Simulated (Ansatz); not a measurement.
# H-GaAs-Cl chair monolayer in a perpendicular field, part 2 of 2

Wanted: the out-of-plane response of the H-GaAs-Cl chair monolayer. A positive field points along +c.

Ansatz 0.2.0; plane-wave DFT, PBE-D3(BJ), Ansatz PAW (set soft_1); PAW set soft_1.

So far. Step 2 (Relaxing the slab): The lattice constant a goes from 3.977 to 4.056 Å.

## (3) Atoms held, field 0

A sawtooth potential applies the field, turning back in the middle of the vacuum. With the dipole correction the typed value is the field outside the slab. The induced dipole is small, so the SCF threshold is tight.

The cell differs from the one that the last finished run ended in (c 40.043 → 22.536 Å).

File input.yaml:

```yaml
crystal:
  lattice:
    - [4.0562301164, 0.0, 0.0]
    - [-2.0281150582, 3.5127983244, 0.0]
    - [0.0, 0.0, 22.5363536923]
  atoms:
    - { symbol: Cl, position: [0.6666666667, 0.3333333333, 0.3993547547] }
    - { symbol: As, position: [0.6666666667, 0.3333333333, 0.4961870825] }
    - { symbol: Ga, position: [0.3333333333, 0.6666666667, 0.5310542765] }
    - { symbol: H, position: [0.3333333333, 0.6666666667, 0.6006452453] }
kpoints:
  mp_grid: { grid: [12, 12, 1] }
  band_path:
    path: [[0, 0, 0], [0.5, 0, 0], [0.33333333, 0.33333333, 0], [0, 0, 0]]
    npoints: 16
hamiltonian:
  xc: pbe
  dispersion: d3bj
  pseudopotentials: { kind: paw, azcp: { folder: soft_1 } }
scf:
  occupations: { method: fermi_dirac, width: 0.02585 }
  convergence: { dr2_threshold: 1.0e-10 }
efield:
  axis: 3
  dipole_correction: true
  ramp_position: 0.97
  ramp_width: 0.06
  amplitude: 0
output:
  dos: { projected: true, e_range: [-6, 5] }
  write_potential: true
  write_density: true
  volumetric_format: npy
  elf: true
```

Launch:

```console
$ ansatz run input.yaml --threads 2 --pin off --max-ram 3072MiB --backend cpu --events-out ev --progress --plain --runs-dir out
```

Numbers of over 12 decimals in the logs are rounded to 6 here.

What it wrote:

```text
[...]
Crystal: 4 atoms, lattice volume = 321.114 Å³
Basis set: ecut = 420 eV, 6267 PW (Γ)
Bands: 22, of which v1, the nominal top of the filled ones, is band 18 counted from 1 (17 counted from 0)
Symmetry: 6 space group operations
[...]
k-points: 19 of 144 (time reversal used)
[...]
SCF iter   1: F=—  HF=-9736.311009 eV  |F-HF|=—  |Δ(HF+E_count)|=         —  Δρ=2.44e-2  dr2=1.72e0  ethr=3.10e-3  p=-0.000 e·Å  D=-1.04e-6 V/Å  ΔV_dip=0.00 eV  dr2_dipole=4.85e-5  V_vac-E_F(+/−)=5.62/5.62 eV  ⟨swp⟩=7.4  Hψ=2378  notcnv=0
efield: sawtooth ramp at fractional position 0.9700 (set: `efield.ramp_position`, or a place that a band, a saddle search or an elastic batch's reference lends), width 0.0600; the density the first Hamiltonian is built on has a dipole p = -0.000 e·Å; the dipole correction subtracts the counter field D = -1.04e-6 V/Å, which shifts the + side's vacuum level by +0.00 eV against the − side's; the planar-averaged density in the ramp window peaks in size at 3.1e-6 e/Å³
[...]
SCF iter   2: F=—  HF=-9735.899684 eV  |F-HF|=—  |Δ(HF+E_count)|=   4.11e-1  Δρ=1.07e-2  dr2=2.87e-1  ethr=3.10e-3  p=0.004 e·Å  D=2.31e-3 V/Å  ΔV_dip=-0.05 eV  dr2_dipole=4.08e-4  V_vac-E_F(+/−)=5.74/5.79 eV  ⟨swp⟩=3.4  Hψ=841  notcnv=0
[...]
SCF iter  12: F=-9735.848232 eV  HF=-9735.848232 eV  |F-HF|=3.09e-11  |Δ(HF+E_count)|=  2.11e-10  Δρ=8.26e-8  dr2=1.47e-11  ethr=1.00e-12  p=0.049 e·Å  D=2.74e-2 V/Å  ΔV_dip=-0.62 eV  dr2_dipole=9.09e-16  V_vac-E_F(+/−)=4.78/5.40 eV  ⟨swp⟩=3.5  Hψ=1119  notcnv=0
the search or the solves at the SCF's close seem to have found levels that the self-consistency loop had missed (the run counts 1). By its estimate they hold under 1e-12 electrons; where the run keeps them, the occupations were computed again with them
SCF 1 converged in 12 iterations: F = -9735.848232 eV  dr2 = 1.47e-11
[...]
NSCF: frozen V_eff on 49 k-points
efield: sawtooth ramp at fractional position 0.9700 (kept from the solve that this one continues, or follows in the run), width 0.0600; the density the first Hamiltonian is built on has a dipole p = 0.049 e·Å; the dipole correction subtracts the counter field D = 2.74e-2 V/Å, which shifts the + side's vacuum level by -0.62 eV against the − side's; the planar-averaged density in the ramp window peaks in size at 3.4e-6 e/Å³
[...]
SCF converged after 12 iterations
Free energy (F): -9735.848232 eV
[...]
Internal energy: -9735.848232 eV  (E = F + TS)
E sigma→0 (E₀):  -9735.848232 eV
Fermi energy:    -2.483319 eV
Dipole field:    D = 0.027371 V/Å  (p = 0.048572 e·Å, saw-weighted, corrected)
Work function:   Φ+ = 4.7835 eV   Φ− = 5.4003 eV
Levels:          The Fermi level and band energies are counted from a zero that moves with the ramp; work functions are not
[...]
--- Band table (eV; the first three rows and the last of 19) ---
  k-point 0: bands = [... 14 lower, -5.5422, -5.5422, -3.1736, -3.1736, -1.8124, -0.4891, 1.5083, 1.5083]
  k-point 1: bands = [... 14 lower, -5.6981, -5.5732, -3.6984, -3.2761, -1.2160, -0.4676, 1.3324, 1.7360]
  k-point 2: bands = [... 14 lower, -5.9912, -5.6586, -4.3369, -3.5175, -0.6623, -0.3452, 1.3883, 2.3085]
  k-point 18: bands = [... 14 lower, -7.0538, -6.2725, -5.1606, -4.7384, -0.6386, 1.7920, 2.2423, 3.4857]
```

The job ended after 22 s (2 threads of Arm Neoverse V1, shared host; peak memory 0.58 GiB).

This step gave:

- gap on the k-mesh: 1.361 eV
- dipole along the normal: 0.04857 e·Å
- gap along the path: 1.361 eV
- smallest direct gap along the path: 1.361 eV
- step between the vacuum levels: -0.6168 eV
- ionisation energy, upper face: 5.474 eV
- electron affinity, upper face: 4.113 eV
- ionisation energy, lower face: 6.091 eV
- gap, the smaller of path and mesh: 1.361 eV

Running mean over a fixed 2.7 Å (it still follows the layers) of the planar mean; the ramp of the sawtooth is left out. The electron's electrostatic potential energy less the Fermi level by z:

```csv
z (Å),electron's electrostatic potential energy less the Fermi level (eV)
3.0,5.40
3.5,5.40
4.0,5.40
4.5,5.40
5.0,5.40
5.5,5.40
6.0,5.39
6.5,5.35
7.0,5.08
7.5,4.07
8.0,2.73
8.5,1.82
9.0,1.19
9.5,0.0667
10.0,-0.721
10.5,-0.994
11.0,-0.974
11.5,-1.36
12.0,-0.907
12.5,0.0396
13.0,1.44
13.5,2.58
14.0,3.49
14.5,4.10
15.0,4.52
15.5,4.73
16.0,4.77
16.5,4.78
17.0,4.78
17.5,4.78
18.0,4.78
18.5,4.78
19.0,4.78
19.5,4.78
```

The density of states has structure finer than the step of the table below, so its rows give means over 0.25 eV, whole bins alone (the curve runs from -6 to 2.66 eV). Peaks (eV: height): -4.950: 10.7, -3.990: 5.39, -3.770: 7.35, -2.500: 11.6, -2.220: 3.94, 1.830: 9.30, 2.270: 3.11.

The density of states by energy, zero at the Fermi level of the run, which the smearing sets inside the gap; means over each step:

energy (eV), density of states (states/eV a cell) and a bar:
```
    -5.25        0.0 
    -5.00        4.4 ###########################
    -4.75        1.4 ########
    -4.50        1.2 #######
    -4.25        1.7 ###########
    -4.00        3.3 ####################
    -3.75        5.0 ##############################
    -3.50        4.4 ###########################
    -3.25        2.3 ##############
    -3.00        0.4 ###
    -2.75        0.2 #
    -2.50        4.6 ############################
    -2.25        2.9 ##################
    -2.00        2.3 ##############
    -1.75        2.5 ###############
    -1.50        1.4 #########
    -1.25        1.0 ######
    -1.00        0.7 ####
    -0.75        0.3 ##
    -0.50        0.0 
    -0.25        0.0 
     0.00        0.0 
     0.25        0.0 
     0.50        0.0 
     0.75        0.0 
     1.00        0.1 
     1.25        0.1 #
     1.50        1.4 ########
     1.75        4.5 ###########################
     2.00        2.1 #############
     2.25        2.4 ###############
     2.50        1.2 #######
```

Projected DOS per atom over height of the atomic layer and energy from the Fermi level. Layers: Cl As Ga H from below.

Ten even steps from '_' (0.00 states/eV) to '@' (2.31 states/eV), each cell a mean:
```
__--::__
::++::__
::++--__
________
________
________
________
________
________
__..____
::::..__
==::::__
**::::::
==......
--______
@@==....
@@----::
--::..__
::::____
**==..__
________
________
```
Columns: height of the atomic layer (Å) from 9 to 13.5 (not evenly spaced); rows upwards: energy from the Fermi level (eV) from -5.96 to 2.59.

The electronic bands at the labelled points (eV, zero at the Fermi level of the run, which the smearing sets inside the gap):

```
  point  band 15  band 16  band 17  band 18  band 19  band 20  band 21  band 22
      Γ    -3.06    -3.06    -0.69    -0.69     0.67     1.99     3.99     3.99
halfway    -3.66    -3.29    -2.24    -1.30     1.74     2.25     4.36     5.30
      M    -3.99    -3.53    -2.51    -1.70     1.38     2.05     4.55     6.12
halfway    -4.19    -3.75    -2.55    -2.12     1.77     3.18     4.51     5.44
      K    -4.57    -3.79    -2.68    -2.26     1.84     4.28     4.73     5.97
halfway    -3.80    -3.44    -2.27    -1.72     1.96     3.07     3.94     5.09
      Γ    -3.06    -3.06    -0.69    -0.69     0.67     1.99     3.99     3.99
```

The electronic bands as a text plot (rows in eV, shown from -7.2 to 4.0 only):

```
    3.8 |++++++++                               +++ +++++++++++++
    3.3 |                          ++              +++
    2.8 |                         +                   +
    2.4 |       +++++++++      +++                     +++
    1.9 |++++++++++++    ++++++  ++++++++++++++++++++++++++++++++
    1.4 |   +++      ++++++++++++                           +
    1.0 | ++                                                 +++
    0.5 |+                                                      +
    0.0 |
   -0.4 |
   -0.9 |********                                         *******
   -1.4 |   ***  ********                             ****  *
   -1.8 |      **        **********              ***** *****
   -2.3 |        **************************************
   -2.8 |                          ************
   -3.2 |****************                           *************
   -3.7 |********************************************************
   -4.2 |       ***       ************       ******   ****
   -4.6 |          ***                *******    *****
   -5.1 |             ***************************
   -5.6 |
   -6.0 |
   -6.5 |*************                             **************
   -7.0 |             *****************************
         Γ                   M           K                      Γ
```

ELF in the ca plane at fractional y = 0.333, with atoms of Cl and As within 0.2 Å of it. It is the smooth field of the valence electrons, not physical close to the nuclei.

Ten even steps from '0' (0.00) to '9' (0.89), each cell a mean:
```
00000000000000025899852368875211110000000000
00000000000000036999985456775200000000000000
00000000000000137986787531365200000000000000
00000000000000137873487510155200000000000000
00000000000000137997787532465200000000000000
00000000000000026999974467775200000000000000
00000000000000014799852368874211221000000000
00000000000000001345310146643224665310000000
00000000000000000000000023322236898520000000
00000000000000000000000023322236898520000000
00000000000000002456420146653223564200000000
```
Columns run along c (16.0 Å, from fractional 0.09 to 0.80 of the cell), rows up along a (4.1 Å). Atoms in or near the plane, at fractional coordinates: Cl at (0.40, 0.67), As at (0.50, 0.67).

Valence density in the ca plane at fractional y = 0.333, with atoms of Cl and As within 0.2 Å of it. It is the smooth field of the valence electrons, not physical close to the nuclei.

Ten steps, logarithmic in the rise over the least value, from '0' (0 e/Å³) to '9' (35 e/Å³), each cell a mean:
```
00000000000000111100111100000000000000000000
00000000000001333211232100000000000000000000
00000000000012333322686210000000000000000000
00000000000012323323898310000000000000000000
00000000000012333322676210000000000000000000
00000000000001232111232100000000000000000000
00000000000000111000111100000000000000000000
00000000000000000000001000000000000000000000
00000000000000000000000000000000000000000000
00000000000000000000000000000000000000000000
00000000000000000000011000000000000000000000
```
Columns run along c (16.0 Å, from fractional 0.16 to 0.87 of the cell), rows up along a (4.1 Å). Atoms in or near the plane, at fractional coordinates: Cl at (0.40, 0.67), As at (0.50, 0.67).

Electrostatic potential energy in the ca plane at fractional y = 0.333, with atoms of Cl and As within 0.2 Å of it. With pseudopotentials it is smooth inside the atoms' cores, unlike the true potential.

Values in eV, 6 rows by 16 columns, each cell a mean:
```
  3   3   3   3   3   2  -4  -8  -7 -13  -3   1   2   2   2   2
  3   3   3   3   3   1 -17 -22 -14  -4  -8   1   2   2   2   2
  3   3   3   3   3   2 -15 -21 -13  -9  -7   1   2   2   2   2
  3   3   3   3   3   3   0  -3  -3  -9  -2   1   2   2   2   2
  3   3   3   3   3   3   3   2   1  -2  -3   1   2   2   2   2
  3   3   3   3   3   3   3   2   0  -3  -2   1   2   2   2   2
```
Columns run along c (16.0 Å, from fractional 0.09 to 0.80 of the cell; values clipped at the 3rd and 97th percentile), rows up along a (4.1 Å). Atoms in or near the plane, at fractional coordinates: Cl at (0.40, 0.67), As at (0.50, 0.67).

The gap is 1.36 eV, with the valence edge 5.47 eV and the conduction edge 4.11 eV under the upper vacuum level.

## (4) Atoms held, field 0.1 V/Å

Edit input.yaml of step 3 so:

```diff
@@ -25,7 +25,6 @@
   dipole_correction: true
-  ramp_position: 0.97
-  ramp_width: 0.06
-  amplitude: 0
+  ramp_position: 0.9117
+  ramp_width: 0.1451
+  amplitude: 0.1
 output:
-  dos: { projected: true, e_range: [-6, 5] }
   write_potential: true
@@ -33,2 +32 @@
   volumetric_format: npy
-  elf: true
```

What it wrote:

```text
[...]
Crystal: 4 atoms, lattice volume = 321.114 Å³
Basis set: ecut = 420 eV, 6267 PW (Γ)
Bands: 22, of which v1, the nominal top of the filled ones, is band 18 counted from 1 (17 counted from 0)
Symmetry: 6 space group operations
[...]
k-points: 19 of 144 (time reversal used)
[...]
--- Band table (eV; the first three rows and the last of 19) ---
  k-point 0: bands = [... 14 lower, -5.5677, -5.5677, -3.1786, -3.1786, -1.8088, -0.4891, 1.5140, 1.5140]
  k-point 1: bands = [... 14 lower, -5.7207, -5.5983, -3.7033, -3.2814, -1.2147, -0.4675, 1.3501, 1.7417]
  k-point 2: bands = [... 14 lower, -5.9990, -5.6825, -4.3436, -3.5236, -0.6656, -0.3418, 1.4161, 2.3270]
  k-point 18: bands = [... 14 lower, -7.0633, -6.2829, -5.1805, -4.7347, -0.6453, 1.8138, 2.2558, 3.4977]
[key lines of the parts left out:]
SCF converged after 12 iterations
Free energy (F): -9735.855016 eV
Fermi energy:    -2.484048 eV
Dipole field:    D = 0.049075 V/Å  (p = 0.087088 e·Å, saw-weighted, corrected)
```

The job ended after 20 s (2 threads; peak memory 0.53 GiB).

The dipole is 0.0871 e·Å, 0.0385 e·Å from its value without field, and the gap 1.370 eV.

## (5) Single point, field -0.1 V/Å

Edit input.yaml of step 4 so:

```diff
@@ -27,3 +27,3 @@
   ramp_width: 0.1451
-  amplitude: 0.1
+  amplitude: -0.1
 output:
```

What it wrote:

```text
[...]
Crystal: 4 atoms, lattice volume = 321.114 Å³
Basis set: ecut = 420 eV, 6267 PW (Γ)
Bands: 22, of which v1, the nominal top of the filled ones, is band 18 counted from 1 (17 counted from 0)
Symmetry: 6 space group operations
[...]
k-points: 19 of 144 (time reversal used)
[...]
--- Band table (eV; the first three rows and the last of 19) ---
  k-point 0: bands = [... 14 lower, -5.5372, -5.5372, -3.1886, -3.1886, -1.8364, -0.5119, 1.4825, 1.4825]
  k-point 1: bands = [... 14 lower, -5.6958, -5.5686, -3.7135, -3.2909, -1.2379, -0.4899, 1.2851, 1.7102]
  k-point 2: bands = [... 14 lower, -6.0034, -5.6551, -4.3500, -3.5313, -0.6798, -0.3699, 1.3287, 2.0561]
  k-point 18: bands = [... 14 lower, -7.0649, -6.2831, -5.1606, -4.7614, -0.6524, 1.7491, 2.2073, 3.4525]
[key lines of the parts left out:]
SCF converged after 12 iterations
Free energy (F): -9735.845303 eV
Fermi energy:    -2.502847 eV
Dipole field:    D = 0.005636 V/Å  (p = 0.010002 e·Å, saw-weighted, corrected)
```

Run time: 17 s. Hardware: 2 threads; peak memory 0.54 GiB.

The dipole is 0.0100 e·Å, -0.0386 e·Å from its value without field, and the gap 1.352 eV.

## (6) Response, atoms held

This step: plane-wave DFT, PBE-D3(BJ), Ansatz PAW (set soft_1); response to a field along the normal, atoms held; PAW set soft_1 (Ansatz 0.2.0).

The dipoles give the slope, and the difference of two potentials shows where the field is screened.

Numbers from this step:

```
equivalent conductor thickness p/(ε₀AE) : 4.895 Å
distance between the outer atoms        : 4.536 Å
```

The dipole of the cell by applied field:

```
applied field (V/Å)  dipole of the cell (e·Å)
            -0.1000                    0.0100
             0.0000                    0.0486
             0.1000                    0.0871
```

Local field over the applied field, running mean. From the potentials at -0.1 and 0.1 V/Å; running mean over 2.5 Å. Local field over applied field against z:

| z (Å) | local field over applied field |
| --- | --- |
| 4.5 | 1.000 |
| 5.0 | 0.999 |
| 5.5 | 0.998 |
| 6.0 | 0.991 |
| 6.5 | 0.968 |
| 7.0 | 0.902 |
| 7.5 | 0.771 |
| 8.0 | 0.609 |
| 8.5 | 0.452 |
| 9.0 | 0.314 |
| 9.5 | 0.225 |
| 10.0 | 0.176 |
| 10.5 | 0.137 |
| 11.0 | 0.122 |
| 11.5 | 0.135 |
| 12.0 | 0.149 |
| 12.5 | 0.211 |
| 13.0 | 0.344 |
| 13.5 | 0.494 |
| 14.0 | 0.629 |
| 14.5 | 0.767 |
| 15.0 | 0.886 |
| 15.5 | 0.955 |
| 16.0 | 0.984 |
| 16.5 | 0.995 |
| 17.0 | 0.998 |
| 17.5 | 1.000 |
| 18.0 | 1.000 |

Electrons, planar mean, per unit field. Induced electron density against z:

```
z (Å)  induced electron density (e/Å³ per V/Å)
 4.08                                   1.6e-7
 4.51                                   3.9e-7
 4.93                                   1.5e-6
 5.21                                   3.3e-6
 5.63                                   1.1e-5
 6.06                                   3.6e-5
 6.48                                   1.1e-4
 6.76                                   2.4e-4
 7.18                                   6.8e-4
 7.61                                  0.00174
 8.03                                  0.00355
 8.31                                  0.00421
 8.73                                  0.00186
 9.16                                  -4.6e-4
 9.58                                   2.6e-4
 9.86                                  -4.5e-4
10.28                                  -5.4e-4
10.70                                  0.00162
11.13                                  0.00191
11.41                                   3.8e-4
11.83                                 -0.00185
12.25                                 -0.00219
12.68                                  -2.0e-5
12.96                                   1.4e-4
13.38                                 -0.00184
13.80                                 -0.00321
14.23                                 -0.00226
14.51                                 -0.00148
14.93                                  -6.8e-4
15.35                                  -2.9e-4
15.78                                  -1.1e-4
16.06                                  -5.9e-5
16.48                                  -2.1e-5
16.90                                  -7.6e-6
17.32                                  -2.6e-6
17.61                                  -1.2e-6
18.03                                  -4.5e-7
18.45                                  -1.6e-7
```

The smaller of the gaps on the path and on the k-mesh, counted as 0 under 0.03 eV. Table of gap by applied field:

```csv
applied field (V/Å),gap (eV)
-0.1000,1.35
0.0000,1.36
0.1000,1.37
```

By hand: between -0.1 and 0.1 V/Å the dipole changes by 0.07709 e·Å, a slope of 0.3854 e·Å²/V. A perfect conductor of thickness t has p = ε₀AEt, so t = 180.95 × 0.3854 / 14.249 = 4.89 Å (e/ε₀ = 180.95 V·Å, A in Å²).

The induced dipole is that of a conductor 4.89 Å thick.

## (7) Outcome

| Quantity | Value |
| --- | --- |
| gap without field | 1.36 eV |
| ionisation energy, upper face | 5.47 eV |
| electron affinity, upper face | 4.11 eV |
| step between the vacuum levels | -0.617 eV |
| equivalent conductor thickness, atoms held | 4.89 Å |

**Reading.** The induced dipole equals that of a perfect conductor 4.89 Å thick, while the outer atoms lie 4.54 Å apart; an out-of-plane ε follows only once a thickness t is chosen, by 1 − 1/ε = 4.89 Å / t. The two faces differ: the vacuum level above lies 0.62 eV lower than the one below. The gap stays within 0.01 eV of 1.36 eV over the fields run, up to 0.1 V/Å in size. Semilocal functionals give gaps that are too small, and excitons are not included. Spin-orbit coupling is left out.

[Logs are printed without paths, hosts, clocks, repeated set-up lines and the standing remarks that a program may print on its own settings, such as how far it seeks lower states.]

[Hosts, paths, dates, database ids (printed as entryN), source tags and the programs' standing remarks are cut or masked in the printed files.]

[Maps of the electrostatic potential energy from Ansatz leave out the sawtooth potential of an applied field or a dipole correction, so their vacuum need not be flat; planar profiles and work functions include it.]

[The density of states shown here was stored with 400 of the rows of the run's finer table, so its peaks can read low, often by over a quarter, or be missed, and its means over a window can be off by a tenth or more.]
